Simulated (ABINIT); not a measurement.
**BiBSe3 (Pm-3m): zone-centre phonons**

Aim: the zone-centre modes of BiBSe3 (Pm-3m).

Program: ABINIT 10.8.3. Level of theory: DFT LDA, scalar-relativistic, plane waves, HGH norm-conserving pseudopotentials. Results are calculated unless marked as measured.

The structure was built from a prototype and need not be the compound's stable phase.

**1. The starting structure**

It takes space group Pm-3m (No. 221, cubic). The conventional cell has a = 4.365 Å, b = 4.365 Å, c = 4.365 Å, α = 90.00°, β = 90.00°, γ = 90.00°. Nearest to Bi lie 12 Se at 3.09 Å. Nearest to B lie 6 Se at 2.18 Å. Nearest to Se lie 2 B at 2.18 Å and 4 Bi at 3.09 Å. Farther neighbours and most contacts between anions are not listed.

**2. A probe with smearing**

A first run with smearing and empty bands tells whether the crystal has a gap, which decides between fixed occupations and smearing later on.

File probe.abi:

```
# ground state
tolvrs 1.0d-08
prtden 1
prtwf 1

# basis, mesh and filling
ecut 40.0
ixc 7
ngkpt 4 4 4
nshiftk 1
shiftk 0.0 0.0 0.0
istwfk *1
occopt 7
tsmear 0.005
nband 20
nstep 100
diemac 9.0
prtebands 0
prtgsr 0

# cell and atoms
acell 3*1.0 Angstrom
rprim 
    4.365 0.0 0.0
    0.0 4.365 0.0
    0.0 0.0 4.365
ntypat 3
znucl 83 5 34
natom 5
typat 1 2 3 3 3
xred 
    0.0 0.0 0.0
    0.5 0.5 0.5
    0.5 0.5 0.0
    0.5 0.0 0.5
    0.0 0.5 0.5
pp_dirpath "./pseudo"
pseudos "Bi.hgh, B.hgh, Se.hgh"
```

Run with:

```bash
> OMP_NUM_THREADS=1 mpirun -n 4 abinit probe.abi > probe.log
```

Numbers of over 12 decimals in the logs are rounded to 6 here.

probe.abo, the main output file:

```text
[banners, grids, parts of the stress and lines that vanish by symmetry left out]
- input  file    -> probe.abi
- output file    -> probe.abo
- root for input  files -> probei
[...]
Symmetries : space group Pm -3 m (#221); Bravais cP (primitive cubic)
[...]
mpw =        6816          nfft =      110592          nkpt =          10
[...]
== DATASET  1 ==================================================================
[...]
cutoff_energies: {ecut:  40.0, pawecutdg:  -1.0, }
[...]
Exchange-correlation functional for the present dataset will be:
  LDA: Perdew-Wang 92 LSD fit to Ceperley-Alder data - ixc=7
[...]
ETOT  1  -36.444291778430    -3.644E+01 3.700E-02 3.556E+03
 ETOT  2  -36.685156742015    -2.409E-01 2.378E-02 1.738E+03
 ETOT  3  -36.875173736507    -1.900E-01 2.019E-02 4.350E+01
 ETOT  4  -36.879438886333    -4.265E-03 9.989E-03 8.981E+00
 ETOT  5  -36.881019541383    -1.581E-03 1.475E-03 1.667E-01
 ETOT  6  -36.881052555176    -3.301E-05 1.010E-03 1.606E-02
 ETOT  7  -36.881054915973    -2.361E-06 6.749E-05 1.714E-04
 ETOT  8  -36.881054941036    -2.506E-08 7.090E-05 9.849E-07
 ETOT  9  -36.881054941161    -1.243E-10 5.270E-05 6.836E-09
 At SCF step    9       vres2   =  6.84E-09 < tolvrs=  1.00E-08 =>converged.
[...]
sigma(1 1)= -4.46371255E-04  sigma(3 2)=  0.00000000E+00
  sigma(2 2)= -4.46371255E-04  sigma(3 1)=  0.00000000E+00
  sigma(3 3)= -4.46371255E-04  sigma(2 1)=  0.00000000E+00
[...]
convergence: {deltae: -1.243E-10, res2:  6.836E-09, residm:  5.270E-05, diffor: null, }
etotal    :  -3.68810549E+01
[...]
sigma(1 1)= -4.46371255E-04  sigma(3 2)=  0.00000000E+00
  sigma(2 2)= -4.46371255E-04  sigma(3 1)=  0.00000000E+00
  sigma(3 3)= -4.46371255E-04  sigma(2 1)=  0.00000000E+00
[...]
- sigma(1 1)= -1.31326957E+01  sigma(3 2)=  0.00000000E+00
- sigma(2 2)= -1.31326957E+01  sigma(3 1)=  0.00000000E+00
- sigma(3 3)= -1.31326957E+01  sigma(2 1)=  0.00000000E+00
[...]
fcart     -0.0000000000E+00 -0.0000000000E+00 -0.0000000000E+00
           strten     -4.4637125546E-04 -4.4637125546E-04 -4.4637125546E-04
================================================================================

[key lines of the parts left out:]
pressure_GPa:   1.3133E+01
```

Wall time 10 s (4 MPI ranks of Arm Neoverse V2, shared host).

Read from the output:

```yaml
volume_per_atom: 16.63 Å³
pressure: 13.13 GPa
gap_on_the_k_mesh: 0 eV
```

No gap opens on this mesh, so smearing is kept; the printed pressure holds the stress of the finite basis too.

**3. Rough relaxation**

The typed start is rough, so a first relaxation with smearing and loose thresholds takes it towards rest cheaply.

File prerelax.abi:

```
# relaxation
ionmov 2
optcell 2
dilatmx 1.15
chkdilatmx 0
ntime 40
tolmxf 3.0d-04
tolvrs 1.0d-10
prtwf 0
prtden 0
chksymtnons 0

# basis, mesh and filling
ecut 40.0
ecutsm 3.0
ixc 7
ngkpt 4 4 4
nshiftk 1
shiftk 0.0 0.0 0.0
istwfk *1
occopt 7
tsmear 0.005
nband 20
nstep 100
diemac 1000000.0
prtebands 0
prtgsr 0

# cell and atoms
acell 3*1.0 Angstrom
rprim 
    4.365 0.0 0.0
    0.0 4.365 0.0
    0.0 0.0 4.365
ntypat 3
znucl 83 5 34
natom 5
typat 1 2 3 3 3
xred 
    0.0 0.0 0.0
    0.5 0.5 0.5
    0.5 0.5 0.0
    0.5 0.0 0.5
    0.0 0.5 0.5
pp_dirpath "./pseudo"
pseudos "Bi.hgh, B.hgh, Se.hgh"
```

Run with:

```bash
> OMP_NUM_THREADS=1 mpirun -n 4 abinit prerelax.abi > prerelax.log
```

prerelax.abo, the main output file:

```text
[banners, grids, parts of the stress and lines that vanish by symmetry left out]
- input  file    -> prerelax.abi
- output file    -> prerelax.abo
- root for input  files -> prerelaxi
[...]
Symmetries : space group Pm -3 m (#221); Bravais cP (primitive cubic)
[...]
mpw =       10395          nfft =      216000          nkpt =          10
[...]
== DATASET  1 ==================================================================
[...]
cutoff_energies: {ecut:  40.0, pawecutdg:  -1.0, }
[...]
Exchange-correlation functional for the present dataset will be:
  LDA: Perdew-Wang 92 LSD fit to Ceperley-Alder data - ixc=7
[...]
ETOT  1  -36.438734071304    -3.644E+01 3.249E-02 6.884E+03
 ETOT  2  -36.759379929648    -3.206E-01 2.155E-02 1.885E+03
 ETOT  3  -36.877561378711    -1.182E-01 1.538E-02 5.023E+01
 ETOT  4  -36.880944303762    -3.383E-03 5.425E-02 6.076E-01
[...]
ETOT  7  -36.894709953497     2.274E-13 4.009E-11 1.088E-11
 At SCF step    7       vres2   =  1.09E-11 < tolvrs=  1.00E-10 =>converged.
[...]
sigma(1 1)= -4.55555030E-08  sigma(3 2)=  0.00000000E+00
  sigma(2 2)= -4.55555030E-08  sigma(3 1)=  0.00000000E+00
  sigma(3 3)= -4.55555030E-08  sigma(2 1)=  0.00000000E+00
[...]
convergence: {deltae:  2.274E-13, res2:  1.088E-11, residm:  4.009E-11, diffor: null, }
etotal    :  -3.68947100E+01
[...]
At Broyd/MD step   5, gradients are converged :
[...]
sigma(1 1)= -4.55555030E-08  sigma(3 2)=  0.00000000E+00
  sigma(2 2)= -4.55555030E-08  sigma(3 1)=  0.00000000E+00
  sigma(3 3)= -4.55555030E-08  sigma(2 1)=  0.00000000E+00
[...]
- sigma(1 1)= -1.34028917E-03  sigma(3 2)=  0.00000000E+00
- sigma(2 2)= -1.34028917E-03  sigma(3 1)=  0.00000000E+00
- sigma(3 3)= -1.34028917E-03  sigma(2 1)=  0.00000000E+00
[...]
fcart     -0.0000000000E+00 -0.0000000000E+00 -0.0000000000E+00
           strten     -4.5555503007E-08 -4.5555503007E-08 -4.5555503004E-08
================================================================================

[key lines of the parts left out:]
pressure_GPa:   1.3403E-03
Total energy (etotal) [Ha]= -3.68947099534974E+01
```

Elapsed: 83 s, on 4 MPI ranks.

The steps of the relaxation:

```csv
step,energy less that of the first step (eV),largest force (eV/Å),volume (Å³)
1,0.0000,0.0000,83.17
2,-0.2213,0.0000,86.57
3,-0.3706,0.0000,92.26
4,-0.3735,0.0000,93.14
5,-0.3736,0.0000,93.24
```

```
conventional cell, symmetrised  before  after   change
                         a (Å)   4.365  4.535   +3.9 %
                         b (Å)   4.365  4.535   +3.9 %
                         c (Å)   4.365  4.535   +3.9 %
              volume (Å³/atom)   16.63  18.65  +12.1 %
```

Final coordinates:

```
Bi B Se
1.0
     4.53452    0.00000    0.00000
     0.00000    4.53452    0.00000
     0.00000    0.00000    4.53452
Bi B Se
1 1 3
Direct
  0.00000 0.00000 0.00000
  0.50000 0.50000 0.50000
  0.50000 0.50000 0.00000
  0.50000 0.00000 0.50000
  0.00000 0.50000 0.50000
```

Read from the output:

```yaml
volume_per_atom: 18.65 Å³
pressure: 0.001340 GPa
```

The volume changes by +12.1 % in this run and stands +12.1 % from the first cell.

**4. Rough relaxation**

The cell changed much, so the rough relaxation is repeated on a basis made for the new cell.

Edit prerelax.abi of step 3 so:

```diff
@@ -31,5 +31,5 @@
 rprim 
-    4.365 0.0 0.0
-    0.0 4.365 0.0
-    0.0 0.0 4.365
+    4.534515848 0.0 0.0
+    0.0 4.534515848 0.0
+    0.0 0.0 4.534515848
 ntypat 3
```

prerelax.abo, the main output file:

```text
[banners, grids, parts of the stress and lines that vanish by symmetry left out]
- input  file    -> prerelax.abi
- output file    -> prerelax.abo
- root for input  files -> prerelaxi
[...]
Symmetries : space group Pm -3 m (#221); Bravais cP (primitive cubic)
[...]
mpw =       11656          nfft =      216000          nkpt =          10
[...]
== DATASET  1 ==================================================================
[...]
cutoff_energies: {ecut:  40.0, pawecutdg:  -1.0, }
[...]
Exchange-correlation functional for the present dataset will be:
  LDA: Perdew-Wang 92 LSD fit to Ceperley-Alder data - ixc=7
[...]
ETOT  1  -36.536688590313    -3.654E+01 5.092E-02 5.729E+03
 ETOT  2  -36.807488009890    -2.708E-01 1.146E-02 1.249E+03
 ETOT  3  -36.893899137544    -8.641E-02 4.889E-03 1.015E+01
 ETOT  4  -36.894608562607    -7.094E-04 2.728E-03 9.434E-01
 ETOT  5  -36.894664047091    -5.548E-05 2.579E-03 4.027E-01
[...]
ETOT 10  -36.894709953497    -6.111E-13 3.737E-05 2.966E-10
 ETOT 11  -36.894709953496     9.592E-13 2.950E-05 3.723E-14
 At SCF step   11       vres2   =  3.72E-14 < tolvrs=  1.00E-10 =>converged.
[...]
sigma(1 1)= -4.55086123E-08  sigma(3 2)=  0.00000000E+00
  sigma(2 2)= -4.55086123E-08  sigma(3 1)=  0.00000000E+00
  sigma(3 3)= -4.55086123E-08  sigma(2 1)=  0.00000000E+00
[...]
convergence: {deltae:  9.592E-13, res2:  3.723E-14, residm:  2.950E-05, diffor: null, }
etotal    :  -3.68947100E+01
[...]
At Broyd/MD step   1, gradients are converged :
[...]
sigma(1 1)= -4.55086123E-08  sigma(3 2)=  0.00000000E+00
  sigma(2 2)= -4.55086123E-08  sigma(3 1)=  0.00000000E+00
  sigma(3 3)= -4.55086123E-08  sigma(2 1)=  0.00000000E+00
[...]
- sigma(1 1)= -1.33890960E-03  sigma(3 2)=  0.00000000E+00
- sigma(2 2)= -1.33890960E-03  sigma(3 1)=  0.00000000E+00
- sigma(3 3)= -1.33890960E-03  sigma(2 1)=  0.00000000E+00
[...]
fcart     -0.0000000000E+00 -0.0000000000E+00 -0.0000000000E+00
           strten     -4.5508612332E-08 -4.5508612333E-08 -4.5508612335E-08
================================================================================

[key lines of the parts left out:]
pressure_GPa:   1.3389E-03
Total energy (etotal) [Ha]= -3.68947099534963E+01
```

It took 22 s on 4 MPI ranks; 89 s of CPU time.

Little changed from the start: no atom moved by 0.005 Å and no cell edge by 0.1 %.

Read from the output:

```yaml
pressure: 0.001339 GPa
```

The volume changes by +0.0 % in this run and stands +12.1 % from the first cell.

**5. Relaxation**

The harmonic expansion needs vanishing forces, and a free crystal bears no stress, so cell and atoms are brought to rest. Stress is more sensitive to the basis than forces are: the last 3 Ha under the cutoff are smoothed with ecutsm, and the cutoff is raised above that of the later runs.

File relax.abi:

```
# relaxation
ionmov 2
optcell 2
dilatmx 1.08
ntime 40
tolmxf 1.0d-05
tolvrs 1.0d-14
prtwf 0
prtden 0
chksymtnons 0

# basis, mesh and filling
ecut 49.0
ecutsm 3.0
ixc 7
ngkpt 6 6 6
nshiftk 1
shiftk 0.0 0.0 0.0
istwfk *1
occopt 7
tsmear 0.01
nband 20
nstep 100
diemac 1000000.0
prtebands 0
prtgsr 0

# cell and atoms
acell 3*1.0 Angstrom
rprim 
    4.534515851 0.0 0.0
    0.0 4.534515851 0.0
    0.0 0.0 4.534515851
ntypat 3
znucl 83 5 34
natom 5
typat 1 2 3 3 3
xred 
    0.0 0.0 0.0
    0.5 0.5 0.5
    0.5 0.5 0.0
    0.5 0.0 0.5
    0.0 0.5 0.5
pp_dirpath "./pseudo"
pseudos "Bi.hgh, B.hgh, Se.hgh"
```

Run with:

```bash
> OMP_NUM_THREADS=1 mpirun -n 4 abinit relax.abi > relax.log
```

relax.abo, the main output file:

```text
[banners, grids, parts of the stress and lines that vanish by symmetry left out]
- input  file    -> relax.abi
- output file    -> relax.abo
- root for input  files -> relaxi
[...]
Symmetries : space group Pm -3 m (#221); Bravais cP (primitive cubic)
[...]
mpw =       13037          nfft =      216000          nkpt =          20
[...]
== DATASET  1 ==================================================================
[...]
cutoff_energies: {ecut:  49.0, pawecutdg:  -1.0, }
[...]
Exchange-correlation functional for the present dataset will be:
  LDA: Perdew-Wang 92 LSD fit to Ceperley-Alder data - ixc=7
[...]
ETOT  1  -36.509139764952    -3.651E+01 4.099E-02 6.116E+03
 ETOT  2  -36.781789034945    -2.726E-01 1.180E-02 1.518E+03
 ETOT  3  -36.900308073696    -1.185E-01 6.900E-03 1.059E+01
 ETOT  4  -36.901179547391    -8.715E-04 2.942E-03 1.644E+00
 ETOT  5  -36.901330713976    -1.512E-04 1.705E-03 2.124E-01
[...]
At SCF step   12       vres2   =  3.97E-16 < tolvrs=  1.00E-14 =>converged.
[...]
sigma(1 1)=  2.13322599E-05  sigma(3 2)=  0.00000000E+00
  sigma(2 2)=  2.13322599E-05  sigma(3 1)=  0.00000000E+00
  sigma(3 3)=  2.13322599E-05  sigma(2 1)=  0.00000000E+00
[...]
convergence: {deltae: -7.390E-13, res2:  3.970E-16, residm:  2.141E-04, diffor: null, }
etotal    :  -3.69013544E+01
[...]
ETOT  1  -36.901337315429    -3.690E+01 1.100E-04 7.458E-01
[...]
At SCF step    9       vres2   =  1.88E-15 < tolvrs=  1.00E-14 =>converged.
[...]
sigma(1 1)=  1.55175147E-05  sigma(3 2)=  0.00000000E+00
  sigma(2 2)=  1.55175147E-05  sigma(3 1)=  0.00000000E+00
  sigma(3 3)=  1.55175147E-05  sigma(2 1)=  0.00000000E+00
[...]
convergence: {deltae:  7.745E-13, res2:  1.882E-15, residm:  6.243E-06, diffor: null, }
etotal    :  -3.69013766E+01
[...]
ETOT  1  -36.901128210610    -3.690E+01 8.353E-02 5.195E+00
[...]
At SCF step   10       vres2   =  1.37E-16 < tolvrs=  1.00E-14 =>converged.
[...]
sigma(1 1)= -1.46662468E-07  sigma(3 2)=  0.00000000E+00
  sigma(2 2)= -1.46662468E-07  sigma(3 1)=  0.00000000E+00
  sigma(3 3)= -1.46662468E-07  sigma(2 1)=  0.00000000E+00
[...]
convergence: {deltae: -3.979E-13, res2:  1.368E-16, residm:  9.496E-04, diffor: null, }
etotal    :  -3.69014013E+01
[...]
ETOT  1  -36.901401266937    -3.690E+01 3.954E-04 4.546E-04
[...]
ETOT  6  -36.901401290842     5.258E-13 1.783E-04 1.260E-12
 ETOT  7  -36.901401290842    -5.542E-13 7.862E-04 4.817E-15
 At SCF step    7       vres2   =  4.82E-15 < tolvrs=  1.00E-14 =>converged.
[...]
sigma(1 1)=  9.86262712E-10  sigma(3 2)=  0.00000000E+00
  sigma(2 2)=  9.86262712E-10  sigma(3 1)=  0.00000000E+00
  sigma(3 3)=  9.86262715E-10  sigma(2 1)=  0.00000000E+00
[...]
convergence: {deltae: -5.542E-13, res2:  4.817E-15, residm:  7.862E-04, diffor: null, }
etotal    :  -3.69014013E+01
[...]
At Broyd/MD step   4, gradients are converged :
[...]
sigma(1 1)=  9.86262712E-10  sigma(3 2)=  0.00000000E+00
  sigma(2 2)=  9.86262712E-10  sigma(3 1)=  0.00000000E+00
  sigma(3 3)=  9.86262715E-10  sigma(2 1)=  0.00000000E+00
[...]
- sigma(1 1)=  2.90168508E-05  sigma(3 2)=  0.00000000E+00
- sigma(2 2)=  2.90168508E-05  sigma(3 1)=  0.00000000E+00
- sigma(3 3)=  2.90168509E-05  sigma(2 1)=  0.00000000E+00
[...]
fcart     -0.0000000000E+00 -0.0000000000E+00 -0.0000000000E+00
           strten      9.8626271212E-10  9.8626271212E-10  9.8626271473E-10
================================================================================

[key lines of the parts left out:]
pressure_GPa:  -2.9017E-05
Total energy (etotal) [Ha]= -3.69014012908424E+01
```

Wall time 2.3 min (4 MPI ranks); 9.2 min of CPU time.

Step by step:

| step | energy less that of the first step (eV) | largest force (eV/Å) | volume (Å³) |
| --- | --- | --- | --- |
| 1 | 0.0000 | 0.0000 | 93.24 |
| 2 | -0.0006 | 0.0000 | 93.06 |
| 3 | -0.0013 | 0.0000 | 92.59 |
| 4 | -0.0013 | 0.0000 | 92.59 |

```
conventional cell, symmetrised  before  after  change
                         a (Å)   4.535  4.524  -0.2 %
                         b (Å)   4.535  4.524  -0.2 %
                         c (Å)   4.535  4.524  -0.2 %
              volume (Å³/atom)   18.65  18.52  -0.7 %
```

Final coordinates:

```cif
data_structure
_symmetry_space_group_name_H-M 'P 1'
_symmetry_Int_Tables_number 1
_cell_length_a 4.5240
_cell_length_b 4.5240
_cell_length_c 4.5240
_cell_angle_alpha 90.000
_cell_angle_beta 90.000
_cell_angle_gamma 90.000
_cell_volume 92.59
loop_
_atom_site_label
_atom_site_type_symbol
_atom_site_fract_x
_atom_site_fract_y
_atom_site_fract_z
_atom_site_occupancy
Bi1 Bi 0.00000 0.00000 0.00000 1
B2 B 0.50000 0.50000 0.50000 1
Se3 Se 0.50000 0.50000 0.00000 1
Se4 Se 0.50000 0.00000 0.50000 1
Se5 Se 0.00000 0.50000 0.50000 1
```

Read from the output:

```yaml
volume_per_atom: 18.52 Å³
pressure: -2.90e-5 GPa
```

The volume changes by -0.7 % in this run and stands +11.3 % from the first cell.

**6. Ground state**

The response is built on these wavefunctions, so the potential is converged far more tightly than an energy would need. Smearing stays on, as the first look found no gap above 0.3 eV.

File gs.abi:

```
# ground state
tolvrs 1.0d-16
prtden 1
prtwf 1

# basis, mesh and filling
ecut 40.0
ixc 7
ngkpt 6 6 6
nshiftk 1
shiftk 0.0 0.0 0.0
istwfk *1
occopt 7
tsmear 0.01
nband 20
nstep 100
diemac 1000000.0
prtebands 0
prtgsr 0

# cell and atoms
acell 3*1.0 Angstrom
rprim 
    4.523995512 0.0 0.0
    0.0 4.523995512 0.0
    0.0 0.0 4.523995512
ntypat 3
znucl 83 5 34
natom 5
typat 1 2 3 3 3
xred 
    0.0 0.0 0.0
    0.5 0.5 0.5
    0.5 0.5 0.0
    0.5 0.0 0.5
    0.0 0.5 0.5
pp_dirpath "./pseudo"
pseudos "Bi.hgh, B.hgh, Se.hgh"
```

Run with:

```bash
> OMP_NUM_THREADS=1 mpirun -n 4 abinit gs.abi > gs.log
```

gs.abo, the main output file:

```text
[banners, grids, parts of the stress and lines that vanish by symmetry left out]
- input  file    -> gs.abi
- output file    -> gs.abo
- root for input  files -> gsi
[...]
Symmetries : space group Pm -3 m (#221); Bravais cP (primitive cubic)
[...]
mpw =        7583          nfft =      125000          nkpt =          20
[...]
== DATASET  1 ==================================================================
[...]
cutoff_energies: {ecut:  40.0, pawecutdg:  -1.0, }
[...]
Exchange-correlation functional for the present dataset will be:
  LDA: Perdew-Wang 92 LSD fit to Ceperley-Alder data - ixc=7
[...]
ETOT  1  -36.516129857666    -3.652E+01 3.593E-02 3.510E+03
 ETOT  2  -36.782932243369    -2.668E-01 1.067E-02 8.636E+02
 ETOT  3  -36.900215907475    -1.173E-01 3.571E-03 5.859E+00
 ETOT  4  -36.901065378799    -8.495E-04 2.887E-03 9.118E-01
 ETOT  5  -36.901207660386    -1.423E-04 2.413E-03 1.165E-01
[...]
ETOT 11  -36.901230072072     3.624E-13 3.289E-05 2.559E-14
 ETOT 12  -36.901230072073    -8.527E-13 3.028E-05 9.991E-17
 At SCF step   12       vres2   =  9.99E-17 < tolvrs=  1.00E-16 =>converged.
[...]
sigma(1 1)=  1.88783789E-06  sigma(3 2)=  0.00000000E+00
  sigma(2 2)=  1.88783789E-06  sigma(3 1)=  0.00000000E+00
  sigma(3 3)=  1.88783789E-06  sigma(2 1)=  0.00000000E+00
[...]
convergence: {deltae: -8.527E-13, res2:  9.991E-17, residm:  3.028E-05, diffor: null, }
etotal    :  -3.69012301E+01
[...]
sigma(1 1)=  1.88783789E-06  sigma(3 2)=  0.00000000E+00
  sigma(2 2)=  1.88783789E-06  sigma(3 1)=  0.00000000E+00
  sigma(3 3)=  1.88783789E-06  sigma(2 1)=  0.00000000E+00
[...]
- sigma(1 1)=  5.55421082E-02  sigma(3 2)=  0.00000000E+00
- sigma(2 2)=  5.55421082E-02  sigma(3 1)=  0.00000000E+00
- sigma(3 3)=  5.55421082E-02  sigma(2 1)=  0.00000000E+00
[...]
fcart     -0.0000000000E+00 -0.0000000000E+00 -0.0000000000E+00
           strten      1.8878378855E-06  1.8878378855E-06  1.8878378855E-06
================================================================================

[key lines of the parts left out:]
pressure_GPa:  -5.5542E-02
```

Elapsed: 26 s, on 4 MPI ranks; 1.7 min of CPU time.

Numbers from this step:

- pressure: -0.05554 GPa

The cell stands at -0.056 GPa, close enough for phonons.

[end of part 1 of 3]

[Host names and launcher messages were left out of these logs when they were recorded.]

[Logs are printed without paths, hosts, clocks, repeated set-up lines and the standing remarks that a program may print on its own settings, such as how far it seeks lower states.]

[Hosts, paths, dates, database ids (printed as entryN), source tags and the programs' standing remarks are cut or masked in the printed files.]
